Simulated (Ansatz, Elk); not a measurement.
# How far do independent atoms describe Sc3VN?

Structure refinements treat a crystal as free atoms side by side. For a made-up structure of Sc3VN (cell and positions from a PBEsol relaxation) the runs below show what the calculated density changes in F(hkl).

Method: DFT, PBE, all-electron APW+lo, Dirac cores, scalar-relativistic bands, static density, ferromagnetic start, in Elk 11.2.3 (patched build).

This account leaves out most program logs.

The structure was built from a prototype and need not be the compound's stable phase.

## (1) Starting point

Symmetry: Pm-3m, No. 221, cubic system. The conventional cell has a = 4.394 Å, b = 4.394 Å, c = 4.394 Å, α = 90.00°, β = 90.00°, γ = 90.00°. Nearest to V lie 12 Sc at 3.11 Å. Sc has 2 N at 2.20 Å nearest. N has 6 Sc at 2.20 Å nearest. Farther neighbours and most contacts between anions are not listed.

As a file:

```cif
data_structure
_symmetry_space_group_name_H-M 'P 1'
_symmetry_Int_Tables_number 1
_cell_length_a 4.3942
_cell_length_b 4.3942
_cell_length_c 4.3942
_cell_angle_alpha 90.000
_cell_angle_beta 90.000
_cell_angle_gamma 90.000
_cell_volume 84.85
loop_
_atom_site_label
_atom_site_type_symbol
_atom_site_fract_x
_atom_site_fract_y
_atom_site_fract_z
_atom_site_occupancy
V1 V 0.00000 0.00000 0.00000 1
Sc2 Sc 0.50000 0.50000 0.00000 1
Sc3 Sc 0.50000 0.00000 0.50000 1
Sc4 Sc 0.00000 0.50000 0.50000 1
N5 N 0.50000 0.50000 0.50000 1
```

## (2) Ground state and structure factors

An all-electron density is needed, since X-rays see the cores too. Task 0 finds the density and task 195 Fourier-transforms it; tshift is off so that phases refer to the origin typed.

elk.in

```
tasks
  0
  195
  196

xctype
  20

spinpol
  .true.

rgkmax
  7.0

gmaxvr
  14.0

lmaxo
  7

lmaxapw
  8

swidth
  0.002

tshift
  .false.

ramdisk
  .false.

hmaxvr
  5.5

maxscl
  120

epspot
  1e-06

reducebf
  0.8

sppath
  './'

avec
  8.30376200171 -0.00000000000 0.00000000000
  -0.00000000000 8.30376200171 0.00000000000
  0.00000000000 0.00000000000 8.30376200171

atoms
  3
  'V.in'
  1
  0.0000000000 -0.0000000000 -0.0000000000   0.000000 0.000000 -0.115000
  'Sc.in'
  3
  0.5000000000 0.5000000000 -0.0000000000   0.000000 0.000000 0.000000
  0.5000000000 -0.0000000000 0.5000000000   0.000000 0.000000 0.000000
  -0.0000000000 0.5000000000 0.5000000000   0.000000 0.000000 0.000000
  'N.in'
  1
  0.5000000000 0.5000000000 0.5000000000   0.000000 0.000000 0.000000

ngridk
  5 5 5
```

Launch:

```
> OMP_NUM_THREADS=4 elk
```

Elapsed: 2.1 min, on 4 threads of Arm Neoverse V1, shared host; peak memory 0.38 GiB.

SFACRHO.OUT:

```text

h k l indices transformed by vhmat matrix:
   1.000000000       0.000000000       0.000000000    
   0.000000000       1.000000000       0.000000000    
   0.000000000       0.000000000       1.000000000    

      h      k      l  multipl.   |H|            Re(F)            Im(F)           |F|

      0      0      0      1   0.0000000       93.000001     -0.25723982E-16   93.000001    
      0      1      0      6  0.75666732      -4.0558310      0.44847427E-14   4.0558310    
      0     -1      1     12   1.0700892       7.5302369     -0.24480798E-14   7.5302369    
      1     -1     -1      8   1.3105862       57.417495      0.33261610E-14   57.417495    
     -2      0      0      6   1.5133346       63.341848      0.79364732E-14   63.341848    
     -1      0     -2     24   1.6919596      -2.2658183     -0.48318072E-14   2.2658183    
     -2      1      1     24   1.8534488       5.0969072     -0.11068161E-13   5.0969072    
     -2      2      0     12   2.1401784       52.145245      0.35538982E-14   52.145245    
     -2     -1      2     24   2.2700019      -1.2517662      0.33290971E-15   1.2517662    
      3      0      0      6   2.2700019      -1.3269500      0.95410245E-14   1.3269500    
     -3      0     -1     24   2.3927921       4.0182040      0.14117103E-14   4.0182040    
     -3     -1      1     24   2.5095816       41.617804      0.56240321E-14   41.617804    
      2      2      2      8   2.6211725       45.134005     -0.17053180E-13   45.134005    
      0     -2     -3     24   2.7282028      -1.0641629     -0.89108506E-14   1.0641629    
     -2      3      1     48   2.8311899       3.4322512     -0.97217617E-14   3.4322512    
      0      0      4      6   3.0266693       40.484921     -0.10448523E-13   40.484921    
      0      4     -1     24   3.1198193      -1.0355359     -0.13702513E-14   1.0355359    
      3      2      2     24   3.1198193     -0.95003933      0.84929500E-14  0.95003933
```

Elk indexes on the primitive cell of elk.in and gives |H| = 4π sin θ/λ in inverse bohr. Below, one row stands for each form hkl of the conventional cell (m members, Friedel mates merged), F is for one primitive cell and the density is static (no thermal factor). Free-atom factors are Waasmaier and Kirfel's, and R is Σm||F|−|F'||/Σm|F|.

```csv
hkl,m,sin θ/λ (Å⁻¹),"abs F, DFT",neutral atoms,diff.
100,6,0.114,4.056,3.877,+0.179
110,12,0.161,7.530,7.186,+0.345
111,8,0.197,57.417,58.151,-0.734
200,6,0.228,63.342,63.327,+0.015
210,24,0.254,2.266,2.042,+0.224
211,24,0.279,5.097,5.114,-0.017
220,12,0.322,52.145,52.109,+0.037
221,24,0.341,1.252,1.339,-0.087
300,6,0.341,1.327,1.339,-0.012
310,24,0.360,4.018,4.105,-0.087
311,24,0.377,41.618,41.501,+0.117
222,8,0.394,45.134,45.102,+0.032
320,24,0.410,1.064,1.059,+0.005
321,48,0.426,3.432,3.474,-0.042
```

## (3) The magnetisation density

The same run holds the spin density, and task 196 transforms it. The order is that of the start, and no other was tried.

SFACMAG_1.OUT:

```text

h k l indices transformed by vhmat matrix:
   1.000000000       0.000000000       0.000000000    
   0.000000000       1.000000000       0.000000000    
   0.000000000       0.000000000       1.000000000    

      h      k      l  multipl.   |H|            Re(F)            Im(F)           |F|

      0      0      0      1   0.0000000       2.9281013      0.53546975E-17   2.9281013    
      0      1      0      6  0.75666732       1.9587320      0.30325313E-17   1.9587320    
      0     -1      1     12   1.0700892       1.5152402     -0.38775258E-16   1.5152402    
      1     -1     -1      8   1.3105862       1.2295597     -0.17651869E-16   1.2295597    
     -2      0      0      6   1.5133346      0.84537509     -0.23779140E-16  0.84537509    
     -1      0     -2     24   1.6919596      0.74194175     -0.19677611E-16  0.74194175    
     -2      1      1     24   1.8534488      0.72797854     -0.27048569E-17  0.72797854    
     -2      2      0     12   2.1401784      0.58530408      0.65936526E-17  0.58530408    
     -2     -1      2     24   2.2700019      0.51272551     -0.11844200E-17  0.51272551    
      3      0      0      6   2.2700019      0.41692636     -0.12792403E-16  0.41692636    
     -3      0     -1     24   2.3927921      0.36950226      0.12430623E-16  0.36950226    
     -3     -1      1     24   2.5095816      0.34497167     -0.29442155E-17  0.34497167    
      2      2      2      8   2.6211725      0.41710598     -0.20775086E-16  0.41710598    
      0     -2     -3     24   2.7282028      0.28666676     -0.86573753E-17  0.28666676    
     -2      3      1     48   2.8311899      0.26348250     -0.92681314E-17  0.26348250    
      0      0      4      6   3.0266693      0.94172788E-01  0.36221670E-16  0.94172788E-01
```

The total moment is 2.93 μB a cell; sphere moments: V1 +2.16, Sc2 +0.03, Sc3 +0.03, Sc4 +0.03, N5 +0.02 μB. Polarised neutrons measure spin and orbital magnetisation together; without spin-orbit coupling the run gives the spin part:

```csv
hkl,sin θ/λ (Å⁻¹),abs F_M (μB)
100,0.114,1.959
110,0.161,1.515
111,0.197,1.230
200,0.228,0.845
210,0.254,0.742
211,0.279,0.728
220,0.322,0.585
221,0.341,0.513
300,0.341,0.417
310,0.360,0.369
311,0.377,0.345
222,0.394,0.417
320,0.410,0.287
321,0.426,0.264
```

## (4) The highest occupied states alone

An energy window below the Fermi level keeps the highest occupied states, to see at which angles they scatter; shallow core shells can lie inside it and anion s states outside. No new self-consistency is needed.

Changes to elk.in since step 2:

```diff
@@ -1,5 +1,3 @@
 tasks
-  0
   195
-  196
 
@@ -44,2 +42,5 @@
 
+wsfac
+  -0.102170 0.565320
+
 sppath
```

Launch:

```
> OMP_NUM_THREADS=4 elk
```

Run time: 11 s. Hardware: 4 threads; peak memory 0.17 GiB; 13 s of CPU time.

States within 10 eV below the Fermi level hold 17.00 electrons; any levels below the window count with the cores. Their amplitudes can exceed the total, where window and core parts have opposite phase:

```csv
hkl,sin θ/λ (Å⁻¹),"abs F, window","abs F, all"
100,0.114,0.768,4.056
110,0.161,3.825,7.530
111,0.197,0.326,57.417
200,0.228,3.577,63.342
210,0.254,0.503,2.266
211,0.279,1.745,5.097
220,0.322,2.044,52.145
221,0.341,0.046,1.252
300,0.341,0.123,1.327
310,0.360,0.936,4.018
```

## (5) Another functional

The difference from free atoms is small, so it is set against the change that LDA (Perdew-Wang) makes.

Changes to elk.in since step 4:

```diff
@@ -1,6 +1,8 @@
 tasks
+  0
   195
+  196
 
 xctype
-  20
+  3
 
@@ -42,5 +44,2 @@
 
-wsfac
-  -0.102170 0.565320
-
 sppath
```

Launch:

```
> OMP_NUM_THREADS=4 elk
```

Elapsed: 66 s, on 4 threads; peak memory 0.21 GiB.

Against the first run R = 0.07 %; the largest change is -0.059 at 220. The moment goes from 2.93 to 2.72 μB.

## (6) A coarser k-mesh

About half the k-points along each axis test the sampling.

Changes to elk.in since step 5:

```diff
@@ -6,3 +6,3 @@
 xctype
-  3
+  20
 
@@ -67,2 +67,2 @@
 ngridk
-  5 5 5
+  2 2 2
```

Launch:

```
> OMP_NUM_THREADS=4 elk
```

It took 75 s on 4 threads; peak memory 0.38 GiB; 3.6 min of CPU time.

Against the first run R = 0.06 %; the largest change is -0.044 at 200. The moment goes from 2.93 to 4.63 μB.

## (7) Settings against the effect

```csv
run,R against the first run (%),"R against neutral atoms, low angle (%)",wall time
"PBE, rgkmax 7",0.00,1.50,2.1 min
LDA (Perdew-Wang),0.07,1.47,66 s
k-mesh 2×2×2,0.06,1.54,75 s
```

## (8) Outcome

| Property | Result |
| --- | --- |
| R against neutral atoms, sin θ/λ < 0.3 Å⁻¹ | 1.50 % |
| R against neutral atoms, 0.3 to 0.82 Å⁻¹ | 0.43 % |

**Reading.** Independent neutral atoms miss the calculated amplitudes by R = 1.50 % below 0.3 Å⁻¹ and 0.43 % from there to 0.82 Å⁻¹; by shells, 4.42 % below 0.15 Å⁻¹ (1 form), 1.44 % 0.15 to 0.3 (5 forms), 0.43 % 0.3 to 0.45 (8 forms), 0.43 % above 0.45 (49 forms). Bonding, aspherical density and the tables' own atoms all enter these figures, and the runs don't part them. The largest change of an amplitude is -0.73 electrons, at 111. The magnetic order is that of the start. No other order was tried here, and an antiferromagnetic one would change or move the magnetic intensity. The window's part falls from 17.0 electrons at the origin to at most 0.73 between 0.45 and 0.82 Å⁻¹. Below 0.3 Å⁻¹ the changes that finished (LDA (Perdew-Wang) and k-mesh 2×2×2) move F by R = 0.11 % at most, against the 1.50 % that separates it from free atoms. The magnetic factors move by R = 7.4 % (LDA (Perdew-Wang)) and 17.2 % (k-mesh 2×2×2), so they aren't settled to better than that. The basis has no finished test. Part of the difference isn't bonding: the tables are fits to free atoms and ions calculated by other methods than this functional. Thermal motion, anomalous dispersion and extinction are left out.

[Logs are printed without paths, hosts, clocks, repeated set-up lines and the standing remarks that a program may print on its own settings, such as how far it seeks lower states.]

[Hosts, paths, dates, database ids (printed as entryN), source tags and the programs' standing remarks are cut or masked in the printed files.]
